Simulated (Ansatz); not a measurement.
# ScAl (Pm-3m): phonons and vibrational spectra

Aim: the phonons of ScAl (Pm-3m) at a cell relaxed beforehand at this level. After the zone centre comes a 4×4×4 q mesh on a 12×12×12 k mesh.

Program: Ansatz 0.2.0. Level of theory: DFT LDA, scalar-relativistic, plane waves, PAW. Results are calculated unless marked as measured.

### Step 1. Set-up

It takes space group Pm-3m (No. 221, cubic). The conventional cell has a = 3.307 Å, b = 3.307 Å, c = 3.307 Å, α = 90.00°, β = 90.00°, γ = 90.00°. Nearest to Sc lie 8 Al at 2.86 Å. Nearest to Al lie 8 Sc at 2.86 Å. Farther neighbours are not listed.

### Step 2. Zone-centre response

The cell comes from relaxations at this level that are not shown. The zone centre comes first: it holds the modes that light can see, as far as symmetry allows. No field response is asked, since the mesh shows no gap.

File input.yaml:

```yaml
crystal:
  lattice:
    - [3.3070649254, 0.0, 0.0]
    - [0.0, 3.3070649254, 0.0]
    - [0.0, 0.0, 3.3070649254]
  atoms:
    - { symbol: Sc, position: [0.5, 0.5, 0.5] }
    - { symbol: Al, position: [0.0, 0.0, 0.0] }
kpoints:
  mp_grid: { grid: [12, 12, 12] }
hamiltonian:
  xc: lda
scf:
  occupations: { method: methfessel_paxton, width: 0.15 }
output:
  eigenvalues: true
phonons:
  method: dfpt
```

The run is started by

```
ansatz run input.yaml --threads 4 --pin off --max-ram 7168MiB --backend cpu --events-out ev --progress --plain --runs-dir out
```

Planned after this: response at finite wavevector. Settings of the main run: cutoff 420 eV, 12×12×12 k-mesh, 4×4×4 q-mesh, Methfessel-Paxton occupations, smearing width 0.15 eV.

What does the calculation give for the highest optical mode at the zone centre and lowest optical zone-centre mode?

At high temperature every mode holds k_B, so the heat capacity tends to 3R = 24.94 J/(mol K) a mole of atoms; it reaches 24.70 at 1000 K. The structure is a minimum as far as tested: no mode is imaginary at the 10 irreducible wavevectors of the 4×4×4 mesh, and the softest away from the acoustic zeros lies at 55 cm⁻¹. The optical modes at Γ form one degenerate level at 296 cm⁻¹.

```
volume per atom                                         : 18.1 Å³
electronic character                                    : no gap on this mesh
highest optical mode at the zone centre (no LO-TO term) : 296 cm⁻¹
lowest optical zone-centre mode                         : 296 cm⁻¹
lowest mode on the q mesh (acoustic modes at Γ apart)   : 55.2 cm⁻¹
highest frequency on the path or at a solved wavevector : 357 cm⁻¹
heat capacity at 300 K                                  : 22.4 J/(mol atoms K)
Debye temperature (second moment)                       : 444 K
imaginary modes on the 4×4×4 q mesh                     : none
```

With no gap, or one that is small against the smearing, the frequencies hang on the k mesh and the smearing, most of all near Kohn anomalies. These are harmonic frequencies at zero temperature: anharmonic shifts, linewidths and thermal expansion are left out.

[Logs are printed without paths, hosts, clocks, repeated set-up lines and the standing remarks that a program may print on its own settings, such as how far it seeks lower states.]

[Hosts, paths, dates, database ids (printed as entryN), source tags and the programs' standing remarks are cut or masked in the printed files.]
